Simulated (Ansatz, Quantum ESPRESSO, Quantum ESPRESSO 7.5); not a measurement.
**Band edges of Y2COS MXene, 1 layer under strain**

How do the band edges of Y2COS MXene, 1 layer move against the vacuum when the sheet is stretched?

Method: plane-wave DFT, PBE, GBRV ultrasoft pseudopotentials (geometry by Ansatz 0.2.0 with PAW datasets; geometry under PBE), in Quantum ESPRESSO 7.5.

This is a report of a sequence of runs, with most program output left out.

**1. The structure**

The cell holds 5 atoms: 1 S, 2 Y, 1 C and 1 O. Its edges and angles: a = 3.478 Å, b = 3.478 Å, c = 20.897 Å, α = 90.0°, β = 90.0°, γ = 120.0°. It derives from Y2COS. Vacuum lies along c.

**2. Relaxation with Ansatz**

A relaxation in Ansatz fixes the structure of this slab for the runs on it.

The input, input.yaml:

```yaml
crystal:
  lattice:
    - [3.47776, 0.0, 0.0]
    - [-1.73888, 3.0118285083, 0.0]
    - [0.0, 0.0, 20.8972203095]
  atoms:
    - { symbol: S, position: [0.3333333333, 0.6666666667, 0.3588994081] }
    - { symbol: "Y", position: [0.6666666667, 0.3333333333, 0.4495177948] }
    - { symbol: C, position: [0.0, 0.0, 0.5151835351] }
    - { symbol: "Y", position: [0.3333333333, 0.6666666667, 0.5808492754] }
    - { symbol: O, position: [0.6666666667, 0.3333333333, 0.6411005919] }
kpoints:
  mp_grid: { grid: [12, 12, 1] }
hamiltonian:
  xc: pbe
scf:
  occupations: { method: fermi_dirac, width: 0.05 }
  convergence: { dr2_threshold: 1.0e-08 }
efield:
  axis: 3
  dipole_correction: true
  ramp_position: 0.97
  ramp_width: 0.04
relax:
  f_tol: 0.01
  cell: { fix: [c, alpha, beta] }
output:
  write_potential: true
  write_density: true
  volumetric_format: npy
```

Command:

```
ansatz run input.yaml --threads 2 --pin off --max-ram 4096MiB --backend cpu --events-out ev --progress --plain --runs-dir out
```

Run time: 46 s. Hardware: 2 threads of Arm Neoverse V2, shared host; peak memory 0.49 GiB.

The steps of the relaxation:

```csv
step,energy less that of the first step (eV),largest force component (eV/Å),pressure (GPa),volume (Å³)
1,0.0000,5.5117,2.06,218.89
2,-1.2298,2.6183,1.27,221.78
3,-1.6200,0.5353,1.43,231.26
4,-1.6612,0.2489,0.08,237.67
5,-1.6638,0.1492,0.08,237.72
6,-1.6654,0.0207,-0.05,238.43
7,-1.6656,0.0049,-0.02,238.28
8*,-1.6807,0.0042,0.08,238.28
9,-1.6805,0.0119,0.02,239.24
10,-1.6806,0.0005,0.00,239.10
11*,-1.6810,0.0005,0.00,239.10
```

Relaxation steps marked * repeat the geometry before them on a plane-wave basis chosen anew for their cell, so energy and pressure can jump there.

```csv
cell as run,before,after,change
a (Å),3.478,3.635,+4.5 %
b (Å),3.478,3.635,+4.5 %
```

The atoms that moved most (Å, along periodic axes as changes of fractional coordinates times the final cell, across vacuum about the mean position):

```csv
atom,dx,dy,dz,length
Y4,0.000,0.000,0.316,0.316
O5,0.000,0.000,-0.265,0.265
S1,0.000,0.000,0.164,0.164
Y2,0.000,0.000,-0.109,0.109
C3,0.000,0.000,-0.106,0.106
```

Final coordinates:

```cif
data_structure
_symmetry_space_group_name_H-M 'P 1'
_symmetry_Int_Tables_number 1
_cell_length_a 3.6348
_cell_length_b 3.6348
_cell_length_c 20.8972
_cell_angle_alpha 90.000
_cell_angle_beta 90.000
_cell_angle_gamma 120.000
_cell_volume 239.10
loop_
_atom_site_label
_atom_site_type_symbol
_atom_site_fract_x
_atom_site_fract_y
_atom_site_fract_z
_atom_site_occupancy
S1 S 0.33333 0.66667 0.36674 1
Y2 Y 0.66667 0.33333 0.44429 1
C3 C 0.00000 0.00000 0.51011 1
Y4 Y 0.33333 0.66667 0.59598 1
O5 O 0.66667 0.33333 0.62842 1
```

Numbers from this step:

| Quantity | Value |
| --- | --- |
| free energy | -9421.4329 eV |
| energy at zero smearing | -9421.4137 eV |
| smearing term TS | 0.03843 eV |
| Fermi energy | -0.6497 eV |
| symmetry operations | 6 |
| work function of the upper face | 5.123 eV |
| work function of the lower face | 6.780 eV |
| dipole along the normal | 0.1048 e·Å |

**3. Running the series**

Under ESM bc1 levels count from the vacuum, or from the mean of the two vacuum levels where the sheet has a dipole, so band edges at unlike strains can be compared.

Level of this step: plane-wave DFT, PBE, GBRV ultrasoft pseudopotentials (Quantum ESPRESSO 7.5).

The input, run.py:

```python
import json
import numpy as np
from ase import Atoms
from ase.calculators.espresso import Espresso, EspressoProfile

profile = EspressoProfile(command='mpirun -n 2 pw.x -nk 2', pseudo_dir='../pseudo')
pseudopotentials = {'C': 'c_pbe_v1.2.uspp.F.UPF', 'O': 'o_pbe_v1.2.uspp.F.UPF', 'S': 's_pbe_v1.4.uspp.F.UPF', 'Y': 'y_pbe_v1.4.uspp.F.UPF'}
system = {'ecutwfc': 40, 'ecutrho': 200, 'occupations': 'smearing', 'smearing': 'fd', 'degauss': 0.002}


def calculator(name, kpts, **extra):
    data = dict(control=dict(tprnfor=True, verbosity='high', disk_io='none'),
                system=system | extra,
                electrons=dict(conv_thr=1e-09, mixing_beta=0.4, mixing_mode='plain',
                               electron_maxstep=100))
    return Espresso(profile=profile, directory=name, pseudopotentials=pseudopotentials, kpts=kpts, input_data=data)


def centre(atoms):
    z = atoms.positions[:, 2]
    atoms.positions[:, 2] -= (z.max() + z.min()) / 2  # ESM wants the slab about z = 0
    return atoms

sheet = Atoms(
    ['S', 'Y', 'C', 'Y', 'O'],
    scaled_positions=[
        [0.3333333333, 0.6666666667, 0.3667434740],
        [0.6666666667, 0.3333333333, 0.4442912488],
        [0.0000000000, 0.0000000000, 0.5101107773],
        [0.3333333333, 0.6666666667, 0.5959821611],
        [0.6666666667, 0.3333333333, 0.6284229442]],
    cell=[
        [3.634831761402, 0.000000000000, 0.000000000000],
        [-1.817415880701, 3.147856643856, 0.000000000000],
        [0.000000000000, 0.000000000000, 20.897220309500]],
    pbc=True)

rows = []
for strain in [-0.03, -0.015, 0.0, 0.015, 0.03]:
    atoms = sheet.copy()
    atoms.set_cell(sheet.cell.array * [[1 + strain], [1 + strain], [1]], scale_atoms=True)
    atoms = centre(atoms)
    atoms.calc = calculator(f's{strain:+.3f}', (12, 12, 1), assume_isolated='esm', esm_bc='bc1', nbnd=23)
    energy = atoms.get_potential_energy()
    levels = np.array([atoms.calc.get_eigenvalues(kpt=i) for i in range(len(atoms.calc.get_ibz_k_points()))])
    top, bottom = levels[:, 18].max(), levels[:, 19].min()
    direct = (levels[:, 19] - levels[:, 18]).min()
    rows.append([strain, energy, top, bottom, direct])
    print(f'strain {strain:+.3f}: E = {energy:.5f} eV, valence top {top:.3f}, conduction bottom {bottom:.3f}, '
          f'gap {bottom - top:.3f}, least direct gap {direct:.3f} eV')

x, energy, top, bottom, direct = np.array(rows).T
area = np.linalg.norm(np.cross(*sheet.cell[:2]))
stiffness = np.polyfit(x, energy, 2)[0] / area * 16.0218  # C11 + C12, heights clamped
print(f'valence and conduction edges move by {np.polyfit(x, top, 1)[0]:.2f} and {np.polyfit(x, bottom, 1)[0]:.2f} eV per unit biaxial strain')
print(f'C11 + C12 with clamped heights: {stiffness:.1f} N/m')
json.dump(dict(rows=rows, stiffness=stiffness), open('result.json', 'w'))
```

Command:

```
OMP_NUM_THREADS=1 python run.py
```

The job ended after 11 min (2 MPI ranks; peak memory 0.54 GiB).

This step gave:

| Quantity | Value |
| --- | --- |
| biaxial stiffness | 217.1 N/m |

The band edge from the vacuum level by biaxial strain:

```csv
biaxial strain (%),valence top (eV),conduction bottom (eV)
-3.00,-4.92,-6.31
-1.50,-4.99,-6.30
0.00,-5.06,-6.28
1.50,-5.11,-6.26
3.00,-5.16,-6.23
```

The gap by biaxial strain:

```csv
biaxial strain (%),on the mesh (eV),least direct (eV)
-3.00,-1.40,0
-1.50,-1.31,0
0.00,-1.22,0
1.50,-1.15,0
3.00,-1.07,0
```

Table of energy over the lowest by biaxial strain:

```csv
biaxial strain (%),energy over the lowest (meV)
-3.00,149
-1.50,35.4
0.00,0
1.50,34.1
3.00,130
```

**4. The script: LDA, GBRV ultrasoft**

Level of this step: plane-wave DFT, LDA, GBRV ultrasoft pseudopotentials (Quantum ESPRESSO 7.5).

run.py is the input of step 3 with these lines changed:

```diff
@@ -6,3 +6,3 @@
 profile = EspressoProfile(command='mpirun -n 2 pw.x -nk 2', pseudo_dir='../pseudo')
-pseudopotentials = {'C': 'c_pbe_v1.2.uspp.F.UPF', 'O': 'o_pbe_v1.2.uspp.F.UPF', 'S': 's_pbe_v1.4.uspp.F.UPF', 'Y': 'y_pbe_v1.4.uspp.F.UPF'}
+pseudopotentials = {'C': 'c_lda_v1.2.uspp.F.UPF', 'O': 'o_lda_v1.2.uspp.F.UPF', 'S': 's_lda_v1.4.uspp.F.UPF', 'Y': 'y_lda_v1.4.uspp.F.UPF'}
 system = {'ecutwfc': 40, 'ecutrho': 200, 'occupations': 'smearing', 'smearing': 'fd', 'degauss': 0.002}
```

Command:

```
OMP_NUM_THREADS=1 python run.py
```

Run time: 10 min. Hardware: 2 MPI ranks; peak memory 0.53 GiB.

Read from the output:

```
biaxial stiffness : 204.9 N/m
```

Band edge from the vacuum level against biaxial strain:

```csv
biaxial strain (%),valence top (eV),conduction bottom (eV)
-3.00,-5.18,-6.59
-1.50,-5.25,-6.57
0.00,-5.31,-6.55
1.50,-5.37,-6.53
3.00,-5.41,-6.50
```

The gap by biaxial strain:

```csv
biaxial strain (%),on the mesh (eV),least direct (eV)
-3.00,-1.41,0
-1.50,-1.32,0
0.00,-1.24,0
1.50,-1.16,0
3.00,-1.09,0
```

Table of energy over the lowest by biaxial strain:

```csv
biaxial strain (%),energy over the lowest (meV)
-3.00,0
-1.50,4.28
0.00,82.8
1.50,227
3.00,429
```

**5. The arithmetic**

Under equal strain ε in the plane, E = A (C11 + C12) ε². From the points at ±1.5 %: d²E/dε² = (35.36 + 34.09 − 2 × 0.00) meV / 0.015² = 309 eV, and 309/(2 × 11.442 Å²) × 16.02 = 216 N/m.

**6. Outcome**

```yaml
c11_c12_heights_clamped_pbe_gbrv_ultrasoft: 217 N/m
c11_c12_heights_clamped_lda_gbrv_ultrasoft: 205 N/m
```

What this shows: The sheet's biaxial stiffness comes to 217 N/m (PBE, GBRV ultrasoft). The bands overlap at every strain: the sheet is a metal, and edges by band count are no gaps. Heights are clamped under strain, which makes a sheet with several atomic planes too stiff. Zero strain is the PBE cell; under LDA the energy is lowest near -2.5 %, so its stiffness is taken away from its own minimum. Semilocal gaps are too small. The sheet carries a dipole, so the two faces have unlike vacuum levels and the zero lies between them. Spin-orbit coupling is left out; depending on the atoms that carry the levels of interest, it can split and shift them by tens to hundreds of meV.

[Logs are printed without paths, hosts, clocks, repeated set-up lines and the standing remarks that a program may print on its own settings, such as how far it seeks lower states.]

[Hosts, paths, dates, database ids (printed as entryN), source tags and the programs' standing remarks are cut or masked in the printed files.]

[Maps of the electrostatic potential energy from Ansatz leave out the sawtooth potential of an applied field or a dipole correction, so their vacuum need not be flat; planar profiles and work functions include it.]
